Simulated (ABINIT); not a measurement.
# A GW run on TlIO3 (R3m) in ABINIT, with inputs changed

What do changed inputs do to GW on TlIO3 (R3m)?

Method: PBEsol and many-body steps on it, plane waves, in ABINIT 10.8.3.

Report form: the programs' logs are mostly left out.

## Step 1: The structure

It takes space group R3m (No. 160, trigonal). The conventional cell has a = 6.302 Å, b = 6.302 Å, c = 7.966 Å, α = 90.00°, β = 90.00°, γ = 120.00°. Nearest to Tl lie 3 O at 2.94 Å. Nearest to I lie 3 O at 1.82 Å. Nearest to O lie 1 I at 1.82 Å. Farther neighbours and most contacts between anions are not listed.

As a file:

```cif
data_structure
_symmetry_space_group_name_H-M 'R3m:H'
_symmetry_Int_Tables_number 160
_cell_length_a 6.3016
_cell_length_b 6.3016
_cell_length_c 7.9663
_cell_angle_alpha 90.000
_cell_angle_beta 90.000
_cell_angle_gamma 120.000
_cell_volume 273.96
loop_
_atom_site_label
_atom_site_type_symbol
_atom_site_symmetry_multiplicity
_atom_site_Wyckoff_symbol
_atom_site_fract_x
_atom_site_fract_y
_atom_site_fract_z
_atom_site_occupancy
Tl1 Tl 3 a 0.33333 0.66667 0.67542 1
I1 I 3 a 0.33333 0.66667 0.16853 1
O1 O 9 b 0.62759 0.81380 0.27569 1
```

The cell and positions are those that the Materials Project relaxed with its own functionals (PBE, PBE+U or r2SCAN), kept fixed. Spin-orbit coupling is left out unless a step names it.

## Step 2: Screening, 2×2×2 mesh, 87 bands, screening to 122.5 eV

This step: ABINIT 10.8.3; RPA screening on PBEsol, plane waves, norm-conserving pseudopotentials.

The RPA dielectric matrix is built and inverted for each q.

run.abi

```
acell 3*1.0 Angstrom
rprim 
  3.150792580489 1.819110944506 2.655433585300
  -3.150792580489 1.819110944506 2.655433585300
  0.000000000000 -3.638221889012 2.655433585300
ntypat 3
znucl 81 53 8
natom 5
typat 1 2 3 3 3
xred 
  0.008750850000 0.008750850000 0.008750850000
  0.501867330000 0.501867330000 0.501867330000
  0.903287650000 0.461897090000 0.461897090000
  0.461897090000 0.903287650000 0.461897090000
  0.461897090000 0.461897090000 0.903287650000
pp_dirpath "pseudos"
pseudos "Tl.upf, I.upf, O.upf"
ecut 36
ngkpt 2 2 2
nshiftk 1
shiftk 0 0 0
kptopt 1
chksymbreak 0
istwfk *1
occopt 1
irdwfk 1
optdriver 3
nband 87
ecuteps 4.5
inclvkb 2
awtr 1
symchi 1
indata_prefix "in"
outdata_prefix "out"
tmpdata_prefix "tmp"
```

Command:

```bash
> OMP_NUM_THREADS=1 mpirun -n 4 abinit run.abi > log
```

The job ended after 9.1 s (4 MPI ranks of AMD EPYC 7R13 (Zen 3), shared host; peak memory 0.8 GiB; 36 s of CPU time).

Numbers from this step:

```
ε∞ with local fields, on this mesh, along the program's q direction : 5.160
the same without local fields                                       : 6.240
plasma frequency                                                    : 23.95 eV
plane waves in the screening matrix                                 : 263
```

Local fields lower ε∞ by 17 %. On a Γ-centred mesh this coarse the value itself is usually too large, while a short band sum pulls it down.

## Step 3: Base

The self-energy is evaluated for the states that the input lists, and the levels follow from it, in one-shot runs by the linearised quasiparticle equation.

This step: G0W0 on PBEsol, plane waves, norm-conserving pseudopotentials.

run.abi: that of step 2 with these lines changed.

```diff
@@ -26,8 +26,17 @@
 irdwfk 1
-optdriver 3
+optdriver 4
 nband 87
+gwcalctyp 0
+ecutsigx 36
+symsigma 1
+nkptgw 2
+kptgw 
+  0.5000000000 0.5000000000 0.5000000000
+  0.0000000000 0.0000000000 0.0000000000
+bdgw 
+  18 21
+  18 22
 ecuteps 4.5
-inclvkb 2
-awtr 1
-symchi 1
+irdscr 1
+ppmodel 1
 indata_prefix "in"
```

The job ended after 6.1 s (4 MPI ranks; peak memory 0.35 GiB; 23 s of CPU time).

This step gave:

* G0W0 gap on the points computed: 4.125 eV
* starting gap on the mesh: 2.682 eV
* k of the valence top: 0.5, 0.5, 0.5
* k of the conduction bottom: 0.5, 0.5, 0.5
* Z at the valence top: 0.789
* Z at the conduction bottom: 0.81
* least direct G0W0 gap on the computed points: 4.125 eV

The gap on the mesh goes from 2.68 eV to 4.12 eV, a correction of +1.44 eV.

## Step 4: Coulomb singularity

run.abi: that of step 3 with these lines changed.

```diff
@@ -41,2 +41,3 @@
 ppmodel 1
+gw_icutcoul 7
 indata_prefix "in"
```

Wall time 5.8 s (4 MPI ranks); peak memory 0.53 GiB.

This step gave:

| Property | Result |
| --- | --- |
| G0W0 gap on the points computed | 4.145 eV |
| starting gap on the mesh | 2.682 eV |
| k of the valence top | 0.5, 0.5, 0.5 |
| k of the conduction bottom | 0.5, 0.5, 0.5 |
| Z at the valence top | 0.787 |
| Z at the conduction bottom | 0.808 |
| least direct G0W0 gap on the computed points | 4.145 eV |

Against G0W0 in ABINIT (2×2×2 mesh, 87 bands, screening to 122.5 eV, Godby-Needs plasmon pole), the gap moves by +0.020 eV.

## Step 5: Side by side

Times are wall times on 4 MPI ranks of AMD EPYC 7R13 (Zen 3), shared host, good to a factor of about two. A run's time includes the screening step that it read.

| run | mesh | bands | screening cutoff (eV) | DFT gap (eV) | gap on the mesh (eV) | direct (eV) | ε∞ used | time |
| --- | --- | --- | --- | --- | --- | --- | --- | --- |
| base | 2×2×2 | 87 | 122.5 | 2.682 | 4.125 | 4.125 | 5.16 | 15 s |
| Coulomb singularity | 2×2×2 | 87 | 122.5 | 2.682 | 4.145 | 4.145 | 5.16 | 15 s |

## Step 6: Summary of results

| Quantity | Value |
| --- | --- |
| base | 4.125 eV |
| Coulomb singularity | 4.145 eV |
| known limits | not at the basis limit; exchange with frozen shells missing; no spin-orbit coupling; coarse k mesh |

Coulomb singularity: +0.020 eV against base (keys changed: gw_icutcoul). Bands and cutoff are finite, so the gap is not at the basis limit. The miss can reach some tenths of an eV and take either sign; the mesh is an error of its own. In the G0W0 runs levels were corrected at 2 k points alone, so a gap called «on the mesh» is the least over those, and an edge elsewhere would be missed. The 2×2×2 mesh is coarse for this cell, which bears on the long-range parts of exchange and screening. Where an edge is built on 6p states of lead, bismuth or thallium, scalar-relativistic gaps usually stand too wide, by a few tenths to over one eV. The norm-conserving file of at least one element keeps a d shell over frozen s and p shells of the same row. Exchange with those shells is missing from the self-energy, an error of 0.3 to 0.9 eV in cases checked, whose sign depends on which edge lies on those atoms. The many-body steps are scalar-relativistic: spin-orbit coupling is not in them.

[Paths, hosts, dates, memory and timing lines, banners, echoed tables and standing remarks are left out of the program output.]

[Logs are printed without paths, hosts, clocks, repeated set-up lines and the standing remarks that a program may print on its own settings, such as how far it seeks lower states.]

[Runs of the session that timed out or met a known fault of the program may be left out.]

[Hosts, paths, dates, database ids (printed as entryN), source tags and the programs' standing remarks are cut or masked in the printed files.]

[G0W0 gaps are taken among the corrected bands and points alone; a level outside them can change the order at an edge.]

[Where Ansatz stands beside ABINIT at settings called matched, ABINIT's density can come from a denser mesh and the files from another edition; pairs whose starting gaps differed by over 0.03 eV were left out, so agreement reads better than it is.]
